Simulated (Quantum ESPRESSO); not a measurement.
**LiF (Griceite): from Born charge to LO-TO splitting**

How high does the longitudinal optical mode of LiF (Griceite) lie, given the transverse one, the Born charge and ε∞?

Program: Quantum ESPRESSO 7.5. Level of theory: DFT PBE, scalar-relativistic, plane waves, PseudoDojo norm-conserving pseudopotentials. Results are calculated unless marked as measured.

**1. The relaxed structure**

The structure is cubic, space group Fm-3m (No. 225). Conventional cell: a = 4.061 Å, b = 4.061 Å, c = 4.061 Å, α = 90.00°, β = 90.00°, γ = 90.00°. Li has 6 F at 2.03 Å nearest. Nearest to F lie 6 Li at 2.03 Å. Farther neighbours and most contacts between anions are not listed.

Coordinates:

```
Li F
1.0
    -2.03065    0.00000    2.03065
     0.00000    2.03065    2.03065
    -2.03065    2.03065    0.00000
Li F
1 1
Direct
  0.00000 0.00000 0.00000
  0.50000 0.50000 0.50000
```

This is the cell after its relaxation at this level of theory, not the database cell from which that began.

**2. What the response run gave**

A linear-response run on the relaxed cell, with the response to an electric field; only its zone-centre results are used. Cutoff 92 Ry, k mesh 12×12×12.

The program printed:

```text
[banners, grids, parts of the stress and lines that vanish by symmetry left out]
Program PHONON v.7.5
     Reading xml data from directory:

[...]
Exchange-correlation= PBE
                           (   1   4   3   4   0   0   0)
[...]
(   8 q-points):
[...]
kinetic-energy cut-off    =      92.0000  Ry
     charge density cut-off    =     368.0000  Ry
     convergence threshold     =      1.0E-18
[...]
Exchange-correlation= PBE
                           (   1   4   3   4   0   0   0)
[...]
q = (   0.0000000   0.0000000   0.0000000 )
     49 Sym.Ops. (with q -> -q+G )
     G cutoff =  274.5281  (  13539 G-vectors)     FFT grid: ( 36, 36, 36)
     number of k points=    72
[...]
Mode symmetry, O_h (m-3m)  point group:
[...]
Dielectric constant
[...]
End of electric fields calculation
          Dielectric constant in cartesian axis
          (       2.043951227       0.000000000      -0.000000000 )
          (       0.000000000       2.043951227      -0.000000000 )
          (       0.000000000      -0.000000000       2.043951227 )
          Effective charges (d Force / dE) in cartesian axis without acoustic sum rule applied (asr)
           atom    1  Li    Mean Z*:        1.05467
      Ex  (        1.05467        0.00000       -0.00000 )
      Ey  (        0.00000        1.05467       -0.00000 )
      Ez  (       -0.00000       -0.00000        1.05467 )
           atom    2  F     Mean Z*:       -1.05468
      Ex  (       -1.05468       -0.00000        0.00000 )
      Ey  (        0.00000       -1.05468       -0.00000 )
      Ez  (       -0.00000       -0.00000       -1.05468 )
          Effective charges Sum: Mean:       -0.00001
[...]
Effective charges (d Force / dE) in cartesian axis with asr applied:
           atom    1  Li    Mean Z*:        1.05467
[...]
atom    2  F     Mean Z*:       -1.05467
[...]
Representation #   1 modes #   1   2   3
[...]
End of self-consistent calculation
     Convergence has been achieved
     Representation #   2 modes #   4   5   6
[...]
End of self-consistent calculation
     Convergence has been achieved
[...]
Dielectric constant in cartesian axis
          (       2.043951227       0.000000000      -0.000000000 )
          (       0.000000000       2.043951227      -0.000000000 )
          (       0.000000000      -0.000000000       2.043951227 )
          Effective charges (d Force / dE) in cartesian axis without acoustic sum rule applied (asr)
           atom    1  Li    Mean Z*:        1.05467
[...]
Mode symmetry, C_s (m)     point group:
[...]
q = (    0.530330086  -0.176776695   0.530330086 )
[...]
Mode symmetry, C_s (m)     point group:
     freq (   1-   1) =        218.8  [cm-1]   --> A''
     freq (   2-   2) =        254.3  [cm-1]   --> A'
     freq (   3-   3) =        287.7  [cm-1]   --> A''
     freq (   4-   4) =        316.2  [cm-1]   --> A'
     freq (   5-   5) =        340.6  [cm-1]   --> A'
     freq (   6-   6) =        487.3  [cm-1]   --> A'
[...]
Mode symmetry, C_2v (mm2)  point group:
[...]
q = (    0.353553391   0.000000000   0.353553391 )
[...]
Mode symmetry, C_2v (mm2)  point group:
     freq (   1-   1) =        185.9  [cm-1]   --> B_1  D_3  S_3
     freq (   2-   2) =        259.3  [cm-1]   --> B_2  D_4  S_4
     freq (   3-   3) =        268.2  [cm-1]   --> B_1  D_3  S_3
     freq (   4-   4) =        306.0  [cm-1]   --> A_1  D_1  S_1
     freq (   5-   5) =        328.5  [cm-1]   --> B_2  D_4  S_4
     freq (   6-   6) =        525.7  [cm-1]   --> A_1  D_1  S_1
[...]
Mode symmetry, D_4h(4/mmm) point group:
[...]
Convergence has been achieved
[...]
Convergence has been achieved
[...]
Convergence has been achieved
[...]
Convergence has been achieved
[...]
q = (    0.000000000  -0.707106781   0.000000000 )
[...]
freq (    5) =       9.876043 [THz] =     329.429322 [cm-1]
     freq (    6) =      13.388498 [THz] =     446.592234 [cm-1]
[...]
Mode symmetry, D_4h(4/mmm) point group:
     freq (   1-   2) =        239.9  [cm-1]   --> E_u  X_5' M_5'
     freq (   3-   4) =        310.7  [cm-1]   --> E_u  X_5' M_5'
     freq (   5-   5) =        329.4  [cm-1]   --> A_2u X_4' M_4'
     freq (   6-   6) =        446.6  [cm-1]   --> A_2u X_4' M_4'
[...]
Mode symmetry, D_2d (-42m) point group:
[...]
Representation #   1 mode #   1
[...]
Convergence has been achieved
     Representation #   2 mode #   2
[...]
Convergence has been achieved
     Representation #   3 modes #   3   4
[...]
End of self-consistent calculation
     Convergence has been achieved
     Representation #   4 modes #   5   6
[...]
End of self-consistent calculation
     Convergence has been achieved
[...]
q = (   -0.353553391  -0.707106781   0.000000000 )
[...]
freq (    1) =       7.734663 [THz] =     258.000583 [cm-1]
     freq (    2) =       8.975349 [THz] =     299.385403 [cm-1]
     freq (    3) =       8.975349 [THz] =     299.385403 [cm-1]
     freq (    4) =      10.449704 [THz] =     348.564611 [cm-1]
     freq (    5) =      11.351467 [THz] =     378.644177 [cm-1]
     freq (    6) =      11.351467 [THz] =     378.644177 [cm-1]
[...]
Mode symmetry, D_2d (-42m) point group:
     freq (   1-   1) =        258.0  [cm-1]   --> A_1  X_1  W_1
     freq (   2-   3) =        299.4  [cm-1]   --> E    X_5  W_3
     freq (   4-   4) =        348.6  [cm-1]   --> B_2  X_3  W_2
     freq (   5-   6) =        378.6  [cm-1]   --> E    X_5  W_3

   JOB DONE.
```

```csv
quantity,value
cell volume Ω (Å³),16.747
mass of Li (u),6.940
mass of F (u),18.998
"Born charge of Li, raw (e)",1.055
"Born charge of F, raw (e)",-1.055
ε∞,2.044
ω(TO) after the sum rule (cm⁻¹),270.4
```

**3. The calculation**

The charges must sum to zero over the cell; taking off their mean, 0.000 e, leaves Z* = 1.055 e on Li. In the polar mode Li moves against F, so the reduced mass is μ = 6.94 × 19.00 / 25.94 = 5.083 u.

A longitudinal wave builds up a field that adds to the restoring force: ω(LO)² = ω(TO)² + 4π Z*² / (μ Ω ε∞), in Hartree atomic units. With μ = 9266 electron masses and Ω = 113.01 bohr³ the second term is 6.5307e-06 Ha², or 314578 cm⁻² (1 Ha = 219474.6 cm⁻¹).

So ω(LO) = √(73116 + 314578) = 622.7 cm⁻¹, and by the Lyddane-Sachs-Teller relation ε₀ = ε∞ (ω(LO)/ω(TO))² = 10.84.

**4. Check against the program**

The analysis program adds the same non-analytic term to the full matrix, here for q along (1 0 0).

The program printed:

```text
[banner, memory and clock lines left out]
Program DYNMAT v.7.5

     Reading Dynamical Matrix from file x.dyn1
     ...Force constants read
     ...epsilon and Z* read

     Polarizability (A^3 units)
     multiply by 0.741849 for Clausius-Mossotti correction
         1.391255    0.000000    0.000000
         0.000000    1.391255   -0.000000
        -0.000000   -0.000000    1.391255

     IR activities are in (D/A)^2/amu units

# mode   [cm-1]    [THz]      IR
    1     -0.00   -0.0000    0.0000
    2     -0.00   -0.0000    0.0000
    3      0.00    0.0000    0.0000
    4    270.40    8.1063    5.0486
    5    270.40    8.1063    5.0486
    6    622.64   18.6664    5.0486
```

ε₀ comes from the program's run without a direction of q.

```csv
quantity,by hand,program
ω(LO) (cm⁻¹),622.7,622.6
ε₀,10.84,10.84
```

**5. Summary of results**

```yaml
to_mode: 270.4 cm⁻¹
lo_mode: 622.6 cm⁻¹
static_dielectric_constant: 10.84
```

In words: The LO mode of LiF (Griceite) lies at 623 cm⁻¹, 352 cm⁻¹ above the TO mode; the formula meets the program within 0.1 cm⁻¹, as it must for a cubic crystal with one polar mode. ω(LO)² − ω(TO)² goes with Z*²/ε∞: an error of 5 % in ε∞ would move the LO mode by 12.1 cm⁻¹, and semilocal functionals tend to overestimate ε∞. These are harmonic values at zero temperature, at the volume of this functional, for the structure held cubic; stability elsewhere in the zone is no part of this calculation.

[Host names and launcher messages were left out of these logs when they were recorded.]

[Logs are printed without paths, hosts, clocks, repeated set-up lines and the standing remarks that a program may print on its own settings, such as how far it seeks lower states.]

[Hosts, paths, dates, database ids (printed as entryN), source tags and the programs' standing remarks are cut or masked in the printed files.]
